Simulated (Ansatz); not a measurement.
# Y on Zr(0001): change of the work function, part 4 of 6

Aim: the work function of Zr(0001) at several coverages of Y (hcp site), and the dipole that each adsorbate carries.

Ansatz 0.2.0; plane-wave DFT, PBE, Ansatz PAW.

So far, work function, upper face (eV): step 2 (the clean slab) 4.17; step 3 (the covered slab, k-mesh 4×4×1, coverage 0.111 ML) 3.18; step 4 (adsorbate added, k-mesh 6×6×1, coverage 0.25 ML) 2.57; step 6 (the slab at 0.25 ML, atoms frozen) 2.57.

### Step 7. The substrate of the 0.25 ML cell alone

System of this step: Y/Zr(0001), substrate alone, atoms held. The cell holds 16 atoms: 16 Zr. Its edges and angles: a = 6.460 Å, b = 6.460 Å, c = 29.028 Å, α = 90.0°, β = 90.0°, γ = 60.0°. Vacuum lies along c.

The second part, atoms unmoved.

Input file input.yaml:

```yaml
crystal:
  lattice:
    - [6.46, 0.0, 0.0]
    - [3.23, 5.5945241084, 0.0]
    - [0.0, 0.0, 29.0284678542]
  atoms:
    - { symbol: Zr, position: [0.3333333333, 0.3333333333, 0.3100404763] }
    - { symbol: Zr, position: [0.0, 0.0, 0.3986670967] }
    - { symbol: Zr, position: [0.3333333333, 0.3333333333, 0.4849248998] }
    - { symbol: Zr, position: [0.0, 0.0, 0.585151382] }
    - { symbol: Zr, position: [0.3333333333, 0.8333333333, 0.3100404763] }
    - { symbol: Zr, position: [0.0, 0.5, 0.3986670967] }
    - { symbol: Zr, position: [0.3273569098, 0.8363215451, 0.4915942287] }
    - { symbol: Zr, position: [0.0150804868, 0.4924597566, 0.5737113079] }
    - { symbol: Zr, position: [0.8333333333, 0.3333333333, 0.3100404763] }
    - { symbol: Zr, position: [0.5, 0.0, 0.3986670967] }
    - { symbol: Zr, position: [0.8363215451, 0.3273569098, 0.4915942287] }
    - { symbol: Zr, position: [0.4924597566, 0.0150804868, 0.5737113079] }
    - { symbol: Zr, position: [0.8333333333, 0.8333333333, 0.3100404763] }
    - { symbol: Zr, position: [0.5, 0.5, 0.3986670967] }
    - { symbol: Zr, position: [0.8363215451, 0.8363215451, 0.4915942287] }
    - { symbol: Zr, position: [0.4924597566, 0.4924597566, 0.5737113079] }
kpoints:
  mp_grid: { grid: [6, 6, 1] }
hamiltonian:
  xc: pbe
scf:
  occupations: { method: fermi_dirac, width: 0.1 }
  convergence: { dr2_threshold: 1.0e-08 }
efield:
  axis: 3
  dipole_correction: true
  ramp_position: 0.97
  ramp_width: 0.06
output:
  write_potential: true
  write_density: true
  volumetric_format: npy
```

Started as:

```console
$ ansatz run input.yaml --threads 4 --pin off --max-ram 12288MiB --backend cpu --events-out ev --progress --plain --runs-dir out
```

Numbers of over 12 decimals in the logs are rounded to 6 here.

Log:

```text
[...]
Crystal: 16 atoms, lattice volume = 1049.107 Å³
Basis set: ecut = 420 eV, 20497 PW (Γ)
Bands: 116, of which v1, the nominal top of the filled ones, is band 96 counted from 1 (95 counted from 0)
Symmetry: 6 space group operations
[...]
k-points: 7 of 36 (time reversal used)
[...]
SCF iter   1: F=—  HF=-66934.245524 eV  |F-HF|=—  |Δ(HF+E_count)|=         —  Δρ=4.15e-3  dr2=2.38e0  ethr=1.77e-3  p=0.030 e·Å  D=5.18e-3 V/Å  ΔV_dip=-0.15 eV  dr2_dipole=4.41e-1  V_vac-E_F(+/−)=3.99/4.14 eV  ⟨swp⟩=9.4  Hψ=3822  notcnv=0
[...]
SCF iter   9: F=-66934.208470 eV  HF=-66934.208470 eV  |F-HF|=1.21e-9  |Δ(HF+E_count)|=   6.31e-8  Δρ=4.99e-7  dr2=7.54e-9  ethr=5.21e-12  p=0.021 e·Å  D=3.61e-3 V/Å  ΔV_dip=-0.10 eV  dr2_dipole=1.83e-10  V_vac-E_F(+/−)=4.08/4.18 eV  ⟨swp⟩=12.1  Hψ=2291  notcnv=0
SCF 1 converged in 9 iterations: F = -66934.208470 eV  dr2 = 7.54e-9
[...]
SCF converged after 9 iterations
Free energy (F): -66934.208470 eV
[...]
Internal energy: -66933.304280 eV  (E = F + TS)
E sigma→0 (E₀):  -66933.756375 eV
Entropy (-TS):   -0.904190 eV (-56.512 meV/atom)
Fermi energy:    2.407828 eV
Dipole field:    D = 0.003601 V/Å  (p = 0.020880 e·Å, saw-weighted, corrected)
Work function:   Φ+ = 4.0788 eV   Φ− = 4.1833 eV
[...]
--- Band table (eV; the first three rows and the last of 7) ---
  k-point 0: bands = [... 92 lower, 2.4905, 2.4905, 2.8976, 3.0585, 3.1268, 3.1268, 3.1356, 3.1614, ... 16 higher]
  k-point 1: bands = [... 92 lower, 2.4672, 2.4879, 2.7153, 2.7993, 2.8721, 2.8824, 2.9425, 3.0295, ... 16 higher]
  k-point 2: bands = [... 92 lower, 2.2982, 2.3078, 2.4280, 2.4468, 2.4577, 2.5459, 2.5807, 2.6927, ... 16 higher]
  k-point 6: bands = [... 92 lower, 1.8893, 1.9366, 1.9611, 1.9697, 1.9883, 2.1369, 2.4355, 2.4498, ... 16 higher]
```

It took 35 s on 4 threads of Arm Neoverse V1, shared host; peak memory 2.7 GiB; 2.3 min of CPU time.

This step gave:

- energy at zero smearing: -66933.7564 eV
- work function, upper face: 4.079 eV
- work function, lower face: 4.183 eV
- dipole along the normal: 0.02088 e·Å
- step between the vacuum levels: -0.1045 eV

The work function of the upper face is 4.08 eV.

### Step 8. The adsorbate layer of the 0.25 ML cell alone

System of this step: Y/Zr(0001), adsorbate layer alone, atoms held. The cell holds 1 atom: 1 Y. Its edges and angles: a = 6.460 Å, b = 6.460 Å, c = 29.028 Å, α = 90.0°, β = 90.0°, γ = 60.0°. Vacuum lies along c.

The third part; a free layer of atoms may carry a moment, so spin is on.

input.yaml, the sections that differ from step 7:

```yaml
crystal:
  lattice:
    - [6.46, 0.0, 0.0]
    - [3.23, 5.5945241084, 0.0]
    - [0.0, 0.0, 29.0284678542]
  atoms:
    - { symbol: "Y", position: [0.3333333333, 0.3333333333, 0.661614793], spin: 1.0 }
magnetization:
  spin_polarized: true
# kpoints, hamiltonian, scf, efield, output: as in step 7
```

Log:

```text
[...]
Crystal: 1 atoms, lattice volume = 1049.107 Å³
Basis set: ecut = 420 eV, 20497 PW (Γ)
Bands: 10, of which v1, the nominal top of the filled ones, is band 6 counted from 1 (5 counted from 0)
Symmetry: 12 space group operations
k-points: 7 of 36
[...]
Starting moments: Σ|m| = 1 μB on 1 of 1 site
[...]
SCF iter   1: F=—  HF=-3844.573921 eV  |F-HF|=—  |Δ(HF+E_count)|=         —  Δρ=4.83e-4 (↑4.83e-4 ↓2.01e-4)  dr2=1.10e-2  dr2_m=6.73e-4  M=0.977 μB ∫|m|=0.977 μB  β_m=1.00  ethr=9.51e-5  p=0.000 e·Å  D=1.77e-8 V/Å  ΔV_dip=-0.00 eV  dr2_dipole=3.07e-12  V_vac-E_F(+/−)=2.95/2.95 eV  ⟨swp⟩=1.9  Hψ=2478  notcnv=0
[...]
spin=Collinear: Resta preconditioning applied to the charge; magnetization (m = ρ↑ − ρ↓) channel mixes plain (no charge-response kernel on spin).
SCF iter   2: F=—  HF=-3844.574987 eV  |F-HF|=—  |Δ(HF+E_count)|=   1.07e-3  Δρ=3.33e-4 (↑3.33e-4 ↓1.64e-4)  dr2=5.33e-3  dr2_m=1.43e-4  M=0.977 μB ∫|m|=0.977 μB  β_m=1.00  ethr=9.51e-5  p=-0.000 e·Å  D=-1.20e-7 V/Å  ΔV_dip=0.00 eV  dr2_dipole=2.18e-12  V_vac-E_F(+/−)=2.97/2.97 eV  ⟨swp⟩=1.6  Hψ=215  notcnv=0  κ⁻¹=1.0e0(r=1)
density mixer auto → broyden: gapped, with many states about μ (density of states about μ 2.67 of a free-electron gas's, 40 screened modes)
SCF iter   3: F=—  HF=-3844.578593 eV  |F-HF|=—  |Δ(HF+E_count)|=   3.61e-3  Δρ=6.23e-4 (↑6.23e-4 ↓1.75e-4)  dr2=3.58e-3  dr2_m=5.30e-4  M=0.979 μB ∫|m|=0.979 μB  β_m=1.00  ethr=4.84e-5  p=-0.000 e·Å  D=-4.50e-7 V/Å  ΔV_dip=0.00 eV  dr2_dipole=9.68e-12  V_vac-E_F(+/−)=3.01/3.01 eV  ⟨swp⟩=2.6  Hψ=315  notcnv=0  κ⁻¹=7.3e-2(r=2)
[...]
SCF iter  17: F=-3844.600626 eV  HF=-3844.600626 eV  |F-HF|=1.19e-10  |Δ(HF+E_count)|=   1.37e-8  Δρ=1.09e-7 (↑1.09e-7 ↓8.47e-8)  dr2=4.79e-10  dr2_m=1.68e-11  M=0.977 μB ∫|m|=0.978 μB  ethr=5.20e-11  p=-0.000 e·Å  D=-1.42e-6 V/Å  ΔV_dip=0.00 eV  dr2_dipole=3.02e-15  V_vac-E_F(+/−)=3.06/3.06 eV  ⟨swp⟩=4.0  Hψ=821  notcnv=0
SCF 1 converged in 17 iterations: F = -3844.600626 eV  dr2 = 4.79e-10
[...]
at 2 of the mixer's solves, the last at iteration 5, it left a direction of its history that read negative out of its fit and stepped the other way along it
[...]
this state was not tested for a lower state beside it, because the mixer in use, unlike msr1, does not test its closes by its own steps (another_mixer; see scf.mixing.algorithm and scf.lower_state_search)
SCF converged after 17 iterations
Magnetization: 0.9775 μB (5.9887 up, 5.0113 down)
Absolute magnetization: 0.9780 μB (∫|ρ↑−ρ↓|, with the PAW one-centre terms)
[...]
Per-site moments (μB) at R_I (Å): [(0.942970, 2.664750)]
Free energy (F): -3844.600626 eV
[...]
Internal energy: -3844.441637 eV  (E = F + TS)
E sigma→0 (E₀):  -3844.521132 eV
Entropy (-TS):   -0.158989 eV (-158.989 meV/atom)
Fermi energy:    -2.558192 eV
Dipole field:    D = -0.000001 V/Å  (p = -0.000008 e·Å, saw-weighted, corrected)
Work function:   Φ+ = 3.0603 eV   Φ− = 3.0602 eV
[...]
--- Band table (eV; the first three rows and the last of 14) ---
  k-point 0 ↑: bands = [... 2 lower, -27.7553, -27.6765, -4.2323, -2.6946, -2.3927, -2.3927, -2.0537, -2.0537, ... 4 higher]
  k-point 1 ↑: bands = [... 2 lower, -27.7553, -27.6765, -4.1228, -2.6807, -2.4166, -2.3472, -2.1124, -2.0619, ... 4 higher]
  k-point 2 ↑: bands = [... 2 lower, -27.7553, -27.6765, -3.8501, -2.6476, -2.4327, -2.2447, -2.1904, -2.0783, ... 4 higher]
  k-point 6 ↓: bands = [... 2 lower, -27.3811, -27.1321, -3.1707, -2.0757, -2.0757, -1.9148, -1.9148, -1.4628, ... 4 higher]
```

It took 11 s on 4 threads; peak memory 1.2 GiB.

Numbers from this step:

* energy at zero smearing: -3844.5211 eV
* total moment: 0.9775 μB
* site moments: 0.9430 μB
* dipole along the normal: -8.06e-6 e·Å

Site moment by atom:

| atom | site moment (μB) |
| --- | --- |
| Y1 | 0.943 |

The free layer carries a moment of 1.0 μB a cell.

### Step 9. Where the charge went at 0.25 ML

This step: plane-wave DFT, PBE, Ansatz PAW; density difference on adsorption (Ansatz 0.2.0).

The densities of the parts are taken from that of the whole and averaged over planes; the first moment of what is left gives the step in the potential.

This step gave:

```yaml
largest_charge_moved: 0.007903 e/Å²
potential_step_from_the_moved_charge: -1.511 eV
```

The electron density difference oscillates, so the rows of the table below give means over windows of 1 Å about each position, cut where the curve ends. Its maxima inside the range that stand out by 2 % of the span (Å: e/Å³): 10.2: 2.8e-4, 14.2: 7.4e-4, 18.1: 0.0144, 19.7: 0.00122. Its minima: 11.6: -4.1e-4, 17.0: -0.00652, 19.3: -0.00615, 20.5: -0.00444.

Planar mean, whole system less its parts. The electron density difference by z; means over each step:

| z (Å) | electron density difference (e/Å³) |
| --- | --- |
| 4 | 3.1e-7 |
| 5 | 2.5e-6 |
| 6 | 1.4e-5 |
| 7 | 1.9e-5 |
| 8 | -1.0e-4 |
| 9 | -1.9e-5 |
| 10 | 1.8e-4 |
| 11 | -6.0e-5 |
| 12 | -1.7e-4 |
| 13 | 2.8e-4 |
| 14 | 3.3e-4 |
| 15 | -8.3e-4 |
| 16 | -0.00196 |
| 17 | -0.00348 |
| 18 | 0.0114 |
| 19 | -1.3e-4 |
| 20 | -0.00159 |
| 21 | -0.00312 |
| 22 | -6.5e-4 |
| 23 | -7.2e-5 |
| 24 | -4.5e-6 |
| 25 | 2.6e-7 |

Planar mean, whole system less its parts. The electrons moved below z by z:

| z (Å) | electrons moved below z (e/Å²) |
| --- | --- |
| 4 | 1.3e-7 |
| 5 | 1.2e-6 |
| 6 | 8.2e-6 |
| 7 | 3.3e-5 |
| 8 | -8.5e-6 |
| 9 | -4.4e-5 |
| 10 | -2.0e-5 |
| 11 | 1.3e-4 |
| 12 | -1.4e-4 |
| 13 | -1.1e-5 |
| 14 | 2.5e-4 |
| 15 | 1.8e-4 |
| 16 | -0.00139 |
| 17 | -0.00482 |
| 18 | 1.3e-4 |
| 19 | 0.00755 |
| 20 | 0.00537 |
| 21 | 0.00164 |
| 22 | 2.1e-4 |
| 23 | 1.6e-5 |
| 24 | -4.8e-8 |

(Continued in part 5 of 6.)

[Logs are printed without paths, hosts, clocks, repeated set-up lines and the standing remarks that a program may print on its own settings, such as how far it seeks lower states.]

[Hosts, paths, dates, database ids (printed as entryN), source tags and the programs' standing remarks are cut or masked in the printed files.]

[Maps of the electrostatic potential energy from Ansatz leave out the sawtooth potential of an applied field or a dipole correction, so their vacuum need not be flat; planar profiles and work functions include it.]
